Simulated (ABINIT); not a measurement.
# Te2Mo (P6_3/mmc): G0W0 with ABINIT, start to end, part 2 of 3

Wanted: ground state, empty states, screening and self-energy for Te2Mo (P6_3/mmc).

ABINIT 10.8.3; PBE and many-body steps on it, plane waves. Known limits of the many-body steps: not at the basis limit; no spin-orbit coupling; coarse k mesh.

So far. Step 2 (Ground state): The gap is indirect, with the least direct gap 0.21 eV higher.

### 3. Bands along the symmetry lines

Level of this step: DFT, PBE, plane waves, norm-conserving pseudopotentials (ABINIT).

Levels along a band path, at the cheap level, show where the edges lie and whether the meshes to come will hold them.

File run.abi:

```
acell 3*1.0 Angstrom
rprim 
  3.518200000003 -0.000000000001 0.000000000000
  -1.759100000001 3.046850575598 0.000000000000
  0.000000000000 0.000000000000 13.973600000000
ntypat 2
znucl 52 42
natom 6
typat 1 1 1 1 2 2
xred 
  0.333333333333 0.666666666667 0.621000000000
  0.666666666667 0.333333333333 0.121000000000
  0.333333333333 0.666666666667 0.879000000000
  0.666666666667 0.333333333333 0.379000000000
  0.333333333333 0.666666666667 0.250000000000
  0.666666666667 0.333333333333 0.750000000000
pp_dirpath "pseudos"
pseudos "Te.upf, Mo.upf"
ecut 39
iscf -2
irdden 1
kptopt 0
nkpt 30
kpt 
  0.00000000 0.00000000 0.00000000
  0.16666667 0.00000000 0.00000000
  0.33333333 0.00000000 0.00000000
  0.50000000 0.00000000 0.00000000
  0.44444444 0.11111111 0.00000000
  0.38888889 0.22222222 0.00000000
  0.33333333 0.33333333 0.00000000
  0.22222222 0.22222222 0.00000000
  0.11111111 0.11111111 0.00000000
  0.00000000 0.00000000 0.00000000
  0.00000000 0.00000000 0.16666667
  0.00000000 0.00000000 0.33333333
  0.00000000 0.00000000 0.50000000
  0.16666667 0.00000000 0.50000000
  0.33333333 0.00000000 0.50000000
  0.50000000 0.00000000 0.50000000
  0.44444444 0.11111111 0.50000000
  0.38888889 0.22222222 0.50000000
  0.33333333 0.33333333 0.50000000
  0.22222222 0.22222222 0.50000000
  0.11111111 0.11111111 0.50000000
  0.00000000 0.00000000 0.50000000
  0.50000000 0.00000000 0.50000000
  0.50000000 0.00000000 0.33333333
  0.50000000 0.00000000 0.16666667
  0.50000000 0.00000000 0.00000000
  0.33333333 0.33333333 0.50000000
  0.33333333 0.33333333 0.33333333
  0.33333333 0.33333333 0.16666667
  0.33333333 0.33333333 0.00000000
istwfk *1
nband 69
nbdbuf 2
tolwfr 1e-08
nstep 40
prtwf 0
prtvol 0
indata_prefix "in"
outdata_prefix "out"
tmpdata_prefix "tmp"
```

Run with:

```sh
$ OMP_NUM_THREADS=1 mpirun -n 4 abinit run.abi > log
```

Numbers of over 12 decimals in the logs are rounded to 6 here.

Log:

```text
.Version 10.8.3 of ABINIT. v10.8.2 released Aug 2026.

 Symmetries : space group P6_3/m m c (#194); Bravais hP (primitive hexag.)
[... echo of the input left out ...]
== DATASET  1 ==================================================================
-   mpi_nproc: 4, omp_nthreads: 1 (-1 if OMP is not activated)

--- !DatasetInfo
iteration_state: {dtset: 1, }
dimensions: {natom: 6, nkpt: 30, mband: 69, nsppol: 1, nspinor: 1, nspden: 1, mpw: 11810, }
cutoff_energies: {ecut:  39.0, pawecutdg:  -1.0, }
electrons: {nelect:   1.24000000E+02, charge:   0.00000000E+00, occopt:   1.00000000E+00, tsmear:   1.00000000E-02, }

 Real(R)+Recip(G) space primitive vectors, cartesian coordinates (Bohr,Bohr^-1):
 R(1)=  6.6484345  0.0000000  0.0000000  G(1)=  0.1504113  0.0868400  0.0000000
 R(2)= -3.3242172  5.7577131  0.0000000  G(2)=  0.0000000  0.1736801  0.0000000
 R(3)=  0.0000000  0.0000000 26.4062770  G(3)=  0.0000000  0.0000000  0.0378698
 Unit cell volume ucvol=  1.0108264E+03 bohr^3
 Angles (23,13,12)=  9.00000000E+01  9.00000000E+01  1.20000000E+02 degrees

 getcut: wavevector=  0.0000  0.0000  0.0000  ngfft=  40  40 150
         ecut(hartree)=     39.000   => boxcut(ratio)=   2.02063

--- Pseudopotential description ------------------------------------------------
- Te Generated using ONCVPSP code by D. R. Hamann
- 52.00000  24.00000  220131                  znucl, zion, pspdat
12 -101130 3 -1 1294                          pspcod,pspxc,lmax,lloc,mmax
     nproj     2     2     2     2
  pspatm : epsatm=   28.89495404
         --- l  ekb(1:nproj) -->
             0    9.158100   -0.350391
             1    3.254928   -0.666646
             2   -3.247931   -0.911641
[...]
pspatm: atomic psp has been read  and splines computed

- Mo Generated using ONCVPSP code by D. R. Hamann
- 42.00000  14.00000  171031                  znucl, zion, pspdat
12 -101130 2 -1 1640                          pspcod,pspxc,lmax,lloc,mmax
     nproj     2     2     2     0
  pspatm : epsatm=   15.95693798
         --- l  ekb(1:nproj) -->
[...]
pspatm: atomic psp has been read  and splines computed

--------------------------------------------------------------------------------

================================================================================
 prteigrs : about to open file out_EIG
 Non-SCF case, kpt    1 (  0.00000  0.00000  0.00000), residuals and eigenvalues=
  8.58E-09  9.17E-09  3.94E-09  4.08E-09  2.53E-09  4.09E-09  3.64E-09  7.80E-09
  2.93E-09  4.57E-09  4.26E-09  7.58E-09  3.51E-09  2.87E-09  4.15E-09  4.20E-09
  9.07E-09  8.57E-09  2.39E-09  5.08E-09  4.24E-09  7.33E-09  2.25E-09  5.28E-09
[...]
4.52E-09  9.80E-09  4.54E-09  1.06E-07  4.67E-09
 -5.4938E+00 -5.4938E+00 -5.4938E+00 -5.4938E+00 -3.6576E+00 -3.6576E+00
 -3.6576E+00 -3.6576E+00 -3.6576E+00 -3.6576E+00 -3.6576E+00 -3.6576E+00
[...]
2.4169E-01  2.4169E-01  2.5018E-01  2.5018E-01  2.9753E-01  2.9753E-01
  3.5379E-01  3.6258E-01  4.0075E-01  4.0075E-01  4.0783E-01  4.4495E-01
[...]
--- !ResultsGS
iteration_state: {dtset: 1, }
comment   : Summary of ground state results
lattice_vectors:
- [  6.6484345,  -0.0000000,   0.0000000, ]
- [ -3.3242172,   5.7577131,   0.0000000, ]
- [  0.0000000,   0.0000000,  26.4062770, ]
lattice_lengths: [   6.64843,    6.64843,   26.40628, ]
lattice_angles: [ 90.000,  90.000, 120.000, ] # degrees, (23, 13, 12)
lattice_volume:   1.0108264E+03
convergence: {deltae:  0.000E+00, res2:  0.000E+00, residm:  9.995E-09, diffor:  0.000E+00, }
etotal    :  -1.26255479E+03
entropy   :   0.00000000E+00
fermie    :   3.64950872E-01
cartesian_stress_tensor: null
pressure_GPa: null
xred      :
- [  3.3333E-01,   6.6667E-01,   6.2100E-01, Te]
- [  6.6667E-01,   3.3333E-01,   1.2100E-01, Te]
- [  3.3333E-01,   6.6667E-01,   8.7900E-01, Te]
- [  6.6667E-01,   3.3333E-01,   3.7900E-01, Te]
- [  3.3333E-01,   6.6667E-01,   2.5000E-01, Mo]
- [  6.6667E-01,   3.3333E-01,   7.5000E-01, Mo]
cartesian_forces: null
force_length_stats: {min: null, max: null, mean: null, }

 Integrated electronic density in atomic spheres:
 ------------------------------------------------
 Atom  Sphere_radius  Integrated_density
[...]
================================================================================

 ----iterations are completed or convergence reached----

 Mean square residual over all n,k,spin=   53.322E-10; max=  99.955E-10
 reduced coordinates (array xred) for    6 atoms
[...]
0.333333333333      0.666666666667      0.250000000000
       0.666666666667      0.333333333333      0.750000000000

 cartesian coordinates (angstrom) at end:
    1      3.3e-13     2.031234     8.677606
    2      1.759100     1.015617     1.690806
    3      3.3e-13     2.031234    12.282794
    4      1.759100     1.015617     5.295994
    5      3.3e-13     2.031234     3.493400
    6      1.759100     1.015617    10.480200
 length scales=  1.889726125908  1.889726125908  1.889726125908 bohr
              =  1.000000000000  1.000000000000  1.000000000000 angstroms
 prteigrs : about to open file out_EIG
 Eigenvalues (hartree) for nkpt=  30  k points:
 kpt#   1, nband= 69, wtk=  1.00000, kpt=  0.0000  0.0000  0.0000 (reduced coord)
[...]
kpt#   2, nband= 69, wtk=  1.00000, kpt=  0.1667  0.0000  0.0000 (reduced coord)
[...]
kpt#   3, nband= 69, wtk=  1.00000, kpt=  0.3333  0.0000  0.0000 (reduced coord)
[...]
kpt#  29, nband= 69, wtk=  1.00000, kpt=  0.3333  0.3333  0.1667 (reduced coord)
[...]
0.41014    0.44179    0.45046    0.45046    0.50490
 kpt#  30, nband= 69, wtk=  1.00000, kpt=  0.3333  0.3333  0.0000 (reduced coord)
[...]
0.18575    0.19328    0.19328    0.19466    0.21028    0.22236    0.24169    0.24169
   0.25018    0.25018    0.29753    0.29753    0.35379    0.36258    0.40075    0.40075
   0.40783    0.44495    0.44983    0.44983    0.50816

== END DATASET(S) ==============================================================
================================================================================

 -outvars: echo values of variables after computation  --------
            nband          69
             nkpt          30
          spgroup         194
 [... the other variables as echoed above ...]

 Calculation completed.
```

Wall time 4.1 min (4 MPI ranks of Arm Neoverse V2, shared host); peak memory 0.74 GiB; 16 min of CPU time.

Numbers from this step:

* gap: 0.7867 eV
* k of the valence top: 0, 0, 0
* k of the conduction bottom: 0.2222, 0.2222, 0
* least direct gap: 1.039 eV

The gap is 0.787 eV, −0.042 eV from the run before at this level.

Electronic bands along the path, in eV, zero at the top of the highest filled band:

```tsv
point	band 59	band 60	band 61	band 62	band 63	band 64	band 65	band 66
Γ	-1.01	-1.01	-0.33	0.00	2.91	2.91	3.04	3.04
M	-1.01	-0.95	-0.60	-0.31	1.27	1.33	1.46	1.79
K	-1.83	-1.83	-0.30	-0.06	0.97	0.97	1.17	2.18
Γ	-1.01	-1.01	-0.33	0.00	2.91	2.91	3.04	3.04
A	-1.03	-1.03	-0.08	-0.08	2.94	2.94	2.94	2.94
L	-0.96	-0.96	-0.46	-0.46	1.29	1.29	1.64	1.64
H	-2.00	-2.00	-0.21	-0.21	0.98	0.98	1.63	1.63
A	-1.03	-1.03	-0.08	-0.08	2.94	2.94	2.94	2.94
jump to L	-0.96	-0.96	-0.46	-0.46	1.29	1.29	1.64	1.64
M	-1.01	-0.95	-0.60	-0.31	1.27	1.33	1.46	1.79
jump to H	-2.00	-2.00	-0.21	-0.21	0.98	0.98	1.63	1.63
K	-1.83	-1.83	-0.30	-0.06	0.97	0.97	1.17	2.18
```

### 4. Empty states on the mesh, 3×3×1 mesh, 214 bands

The sums over transitions need many empty states on a uniform mesh; this step solves for them.

File run.abi:

```
acell 3*1.0 Angstrom
rprim 
  3.518200000003 -0.000000000001 0.000000000000
  -1.759100000001 3.046850575598 0.000000000000
  0.000000000000 0.000000000000 13.973600000000
ntypat 2
znucl 52 42
natom 6
typat 1 1 1 1 2 2
xred 
  0.333333333333 0.666666666667 0.621000000000
  0.666666666667 0.333333333333 0.121000000000
  0.333333333333 0.666666666667 0.879000000000
  0.666666666667 0.333333333333 0.379000000000
  0.333333333333 0.666666666667 0.250000000000
  0.666666666667 0.333333333333 0.750000000000
pp_dirpath "pseudos"
pseudos "Te.upf, Mo.upf"
ecut 39
ngkpt 3 3 1
nshiftk 1
shiftk 0 0 0
kptopt 1
chksymbreak 0
iscf -2
irdden 1
istwfk *1
nband 214
nbdbuf 18
tolwfr 1e-09
nstep 60
prtvol 0
indata_prefix "in"
outdata_prefix "out"
tmpdata_prefix "tmp"
```

Run with:

```sh
$ OMP_NUM_THREADS=1 mpirun -n 3 abinit run.abi > log
```

Log:

```text
.Version 10.8.3 of ABINIT. v10.8.2 released Aug 2026.

 Symmetries : space group P6_3/m m c (#194); Bravais hP (primitive hexag.)
[... echo of the input left out ...]
== DATASET  1 ==================================================================
-   mpi_nproc: 3, omp_nthreads: 1 (-1 if OMP is not activated)

--- !DatasetInfo
iteration_state: {dtset: 1, }
dimensions: {natom: 6, nkpt: 3, mband: 214, nsppol: 1, nspinor: 1, nspden: 1, mpw: 11799, }
cutoff_energies: {ecut:  39.0, pawecutdg:  -1.0, }
electrons: {nelect:   1.24000000E+02, charge:   0.00000000E+00, occopt:   1.00000000E+00, tsmear:   1.00000000E-02, }

 Real(R)+Recip(G) space primitive vectors, cartesian coordinates (Bohr,Bohr^-1):
 R(1)=  6.6484345  0.0000000  0.0000000  G(1)=  0.1504113  0.0868400  0.0000000
 R(2)= -3.3242172  5.7577131  0.0000000  G(2)=  0.0000000  0.1736801  0.0000000
 R(3)=  0.0000000  0.0000000 26.4062770  G(3)=  0.0000000  0.0000000  0.0378698
 Unit cell volume ucvol=  1.0108264E+03 bohr^3
 Angles (23,13,12)=  9.00000000E+01  9.00000000E+01  1.20000000E+02 degrees

 getcut: wavevector=  0.0000  0.0000  0.0000  ngfft=  40  40 150
         ecut(hartree)=     39.000   => boxcut(ratio)=   2.02063

--- Pseudopotential description ------------------------------------------------
- Te Generated using ONCVPSP code by D. R. Hamann
- 52.00000  24.00000  220131                  znucl, zion, pspdat
12 -101130 3 -1 1294                          pspcod,pspxc,lmax,lloc,mmax
     nproj     2     2     2     2
  pspatm : epsatm=   28.89495404
         --- l  ekb(1:nproj) -->
             0    9.158100   -0.350391
             1    3.254928   -0.666646
             2   -3.247931   -0.911641
[...]
pspatm: atomic psp has been read  and splines computed

- Mo Generated using ONCVPSP code by D. R. Hamann
- 42.00000  14.00000  171031                  znucl, zion, pspdat
12 -101130 2 -1 1640                          pspcod,pspxc,lmax,lloc,mmax
     nproj     2     2     2     0
  pspatm : epsatm=   15.95693798
         --- l  ekb(1:nproj) -->
[...]
pspatm: atomic psp has been read  and splines computed

--------------------------------------------------------------------------------

================================================================================
 prteigrs : about to open file out_EIG
 Non-SCF case, kpt    1 (  0.00000  0.00000  0.00000), residuals and eigenvalues=
  5.08E-10  5.22E-10  5.59E-10  5.67E-10  4.68E-10  3.45E-10  3.41E-10  1.89E-10
  4.06E-10  5.49E-10  4.59E-10  4.33E-10  4.55E-10  3.53E-10  4.03E-10  3.73E-10
  2.56E-10  3.21E-10  1.16E-10  7.49E-10  1.26E-10  7.19E-10  6.48E-10  8.54E-10
[...]
1.45E-07  2.96E-06  1.17E-05  6.23E-06  2.69E-05  1.21E-04
 -5.4938E+00 -5.4938E+00 -5.4938E+00 -5.4938E+00 -3.6576E+00 -3.6576E+00
 -3.6576E+00 -3.6576E+00 -3.6576E+00 -3.6576E+00 -3.6576E+00 -3.6576E+00
[...]
2.0494E+00  2.0494E+00  2.0497E+00  2.0647E+00  2.0654E+00  2.0654E+00
  2.0832E+00  2.0947E+00  2.1185E+00  2.1216E+00
 prteigrs : prtvol=0 or 1, do not print more k-points.

--- !ResultsGS
iteration_state: {dtset: 1, }
comment   : Summary of ground state results
lattice_vectors:
- [  6.6484345,  -0.0000000,   0.0000000, ]
- [ -3.3242172,   5.7577131,   0.0000000, ]
- [  0.0000000,   0.0000000,  26.4062770, ]
lattice_lengths: [   6.64843,    6.64843,   26.40628, ]
lattice_angles: [ 90.000,  90.000, 120.000, ] # degrees, (23, 13, 12)
lattice_volume:   1.0108264E+03
convergence: {deltae:  0.000E+00, res2:  0.000E+00, residm:  9.970E-10, diffor:  0.000E+00, }
etotal    :  -1.26255479E+03
entropy   :   0.00000000E+00
fermie    :   3.64950872E-01
cartesian_stress_tensor: null
pressure_GPa: null
xred      :
- [  3.3333E-01,   6.6667E-01,   6.2100E-01, Te]
- [  6.6667E-01,   3.3333E-01,   1.2100E-01, Te]
- [  3.3333E-01,   6.6667E-01,   8.7900E-01, Te]
- [  6.6667E-01,   3.3333E-01,   3.7900E-01, Te]
- [  3.3333E-01,   6.6667E-01,   2.5000E-01, Mo]
- [  6.6667E-01,   3.3333E-01,   7.5000E-01, Mo]
cartesian_forces: null
force_length_stats: {min: null, max: null, mean: null, }

 Integrated electronic density in atomic spheres:
 ------------------------------------------------
 Atom  Sphere_radius  Integrated_density
[...]
================================================================================

 ----iterations are completed or convergence reached----

 Mean square residual over all n,k,spin=   50.945E-11; max=  99.697E-11
 reduced coordinates (array xred) for    6 atoms
[...]
0.333333333333      0.666666666667      0.250000000000
       0.666666666667      0.333333333333      0.750000000000

 cartesian coordinates (angstrom) at end:
    1      3.3e-13     2.031234     8.677606
    2      1.759100     1.015617     1.690806
    3      3.3e-13     2.031234    12.282794
    4      1.759100     1.015617     5.295994
    5      3.3e-13     2.031234     3.493400
    6      1.759100     1.015617    10.480200
 length scales=  1.889726125908  1.889726125908  1.889726125908 bohr
              =  1.000000000000  1.000000000000  1.000000000000 angstroms
 prteigrs : about to open file out_EIG
 Eigenvalues (hartree) for nkpt=   3  k points:
 kpt#   1, nband=214, wtk=  0.11111, kpt=  0.0000  0.0000  0.0000 (reduced coord)
[...]
1.98374    1.98374    1.98598    2.00047    2.00047    2.01075    2.01321    2.02352
   2.02352    2.03741    2.04028    2.04028    2.04941    2.04941    2.04975    2.06472
   2.06539    2.06539    2.08322    2.09472    2.11854    2.12160
 prteigrs : prtvol=0 or 1, do not print more k-points.

== END DATASET(S) ==============================================================
================================================================================

 -outvars: echo values of variables after computation  --------
            nband         214
             nkpt           3
          spgroup         194
 [... the other variables as echoed above ...]

 Calculation completed.
```

Run time: 1.9 min. Hardware: 3 MPI ranks; peak memory 0.41 GiB.

Numbers from this step:

* gap: 0.9742 eV
* k of the valence top: 0, 0, 0
* k of the conduction bottom: 0.3333, 0.3333, 0
* least direct gap: 1.039 eV
* k points computed: 3
* lowest point of the top converged band, above the valence top: 41.38 eV

On this mesh the gap is 0.974 eV. The earlier step found 0.829 eV, so this mesh misses an edge.

### 5. Screening, 3×3×1 mesh, 196 bands, screening to 119.7 eV

The RPA dielectric matrix is built and inverted for each q.

This step: RPA screening on PBE, plane waves, norm-conserving pseudopotentials.

run.abi: that of step 4 with these lines changed.

```diff
@@ -24,10 +24,11 @@
 chksymbreak 0
-iscf -2
-irdden 1
 istwfk *1
-nband 214
-nbdbuf 18
-tolwfr 1e-09
-nstep 60
-prtvol 0
+occopt 1
+irdwfk 1
+optdriver 3
+nband 196
+ecuteps 4.4
+inclvkb 2
+awtr 1
+symchi 1
 indata_prefix "in"
```

Run with:

```sh
$ OMP_NUM_THREADS=1 mpirun -n 4 abinit run.abi > log
```

Log:

```text
.Version 10.8.3 of ABINIT. v10.8.2 released Aug 2026.

 Symmetries : space group P6_3/m m c (#194); Bravais hP (primitive hexag.)
[... echo of the input left out ...]
== DATASET  1 ==================================================================
-   mpi_nproc: 4, omp_nthreads: 1 (-1 if OMP is not activated)

--- !DatasetInfo
iteration_state: {dtset: 1, }
dimensions: {natom: 6, nkpt: 3, mband: 196, nsppol: 1, nspinor: 1, nspden: 1, mpw: 11799, }
cutoff_energies: {ecut:  39.0, pawecutdg:  -1.0, }
electrons: {nelect:   1.24000000E+02, charge:   0.00000000E+00, occopt:   1.00000000E+00, tsmear:   1.00000000E-02, }

 SCREENING: Calculation of the susceptibility and dielectric matrices

 Based on a program developped by R.W. Godby, V. Olevano, G. Onida, and L. Reining.
 Incorporated in ABINIT by V. Olevano, G.-M. Rignanese, and M. Torrent.
.Using double precision arithmetic ; gwpc =  8

[... cell and pseudopotentials left out ...]
--------------------------------------------------------------------------------

 ==== K-mesh for the wavefunctions ====
 Number of points in the irreducible wedge :     3
[... list of points left out ...]
 Together with 24 symmetry operations and time-reversal symmetry
 yields     9 points in the full Brillouin Zone.

 ==== Q-mesh for the screening function ====
 Number of points in the irreducible wedge :     3
[... list of points left out ...]
 Together with 24 symmetry operations and time-reversal symmetry
 yields     9 points in the full Brillouin Zone.

 setmesh: FFT mesh size selected  =    24x   24x  100
          total number of points  =        57600

 vcoul_init : cutoff-mode = AUXILIARY_FUNCTION
 q-points for optical limit:   1
     1)      0.000010    0.000020    0.000030

- screening: taking advantage of time-reversal symmetry
- Maximum band index for partially occupied states nbvw = 62
- Remaining bands to be divided among processors   nbcw = 134
- Number of bands treated by each node ~33

 Number of electrons calculated from density =  124.0000; Expected =  124.0000
 average of density, n =  0.122672
 r_s =    1.2485
 omega_plasma =   33.7853 [eV]

 calculating chi0 at frequencies [eV] :
  1    0.000000E+00    0.000000E+00
  2    0.000000E+00    3.378533E+01

--------------------------------------------------------------------------------
  q-point number  1        q = ( 0.000000, 0.000000, 0.000000) [r.l.u.]
--------------------------------------------------------------------------------
[... chi0 elements left out ...]
 For q-point:  0.000010 0.000020 0.000030
  dielectric constant =  20.3694
  dielectric constant without local fields =  23.1098

  Average fulfillment of the sum rule on Im[epsilon] for q-point    1 :     60.63  [%]
[... wings left out ...]
  q-point number  2        q = ( 0.333333, 0.000000, 0.000000) [r.l.u.]
--------------------------------------------------------------------------------
[... chi0 elements left out ...]
  Average fulfillment of the sum rule on Im[epsilon] for q-point    2 :     56.53  [%]

 [... 1 further q-points ...]
```

The job ended after 1.9 min (4 MPI ranks; peak memory 2.1 GiB).

Numbers from this step:

* ε∞ with local fields, on this mesh, along the program's q direction: 20.37
* the same without local fields: 23.11
* plasma frequency: 33.79 eV
* plane waves in the screening matrix: 439

Local fields lower ε∞ by 12 %. On a Γ-centred mesh this coarse the value itself is usually too large, while a short band sum pulls it down.

(Part 2 of 3 ends here.)

[Paths, hosts, dates, memory and timing lines, banners, echoed tables and standing remarks are left out of the program output.]

[Logs are printed without paths, hosts, clocks, repeated set-up lines and the standing remarks that a program may print on its own settings, such as how far it seeks lower states.]

[Runs of the session that timed out or met a known fault of the program may be left out.]

[Hosts, paths, dates, database ids (printed as entryN), source tags and the programs' standing remarks are cut or masked in the printed files.]

[G0W0 gaps are taken among the corrected bands and points alone; a level outside them can change the order at an edge.]

[Where Ansatz stands beside ABINIT at settings called matched, ABINIT's density can come from a denser mesh and the files from another edition; pairs whose starting gaps differed by over 0.03 eV were left out, so agreement reads better than it is.]
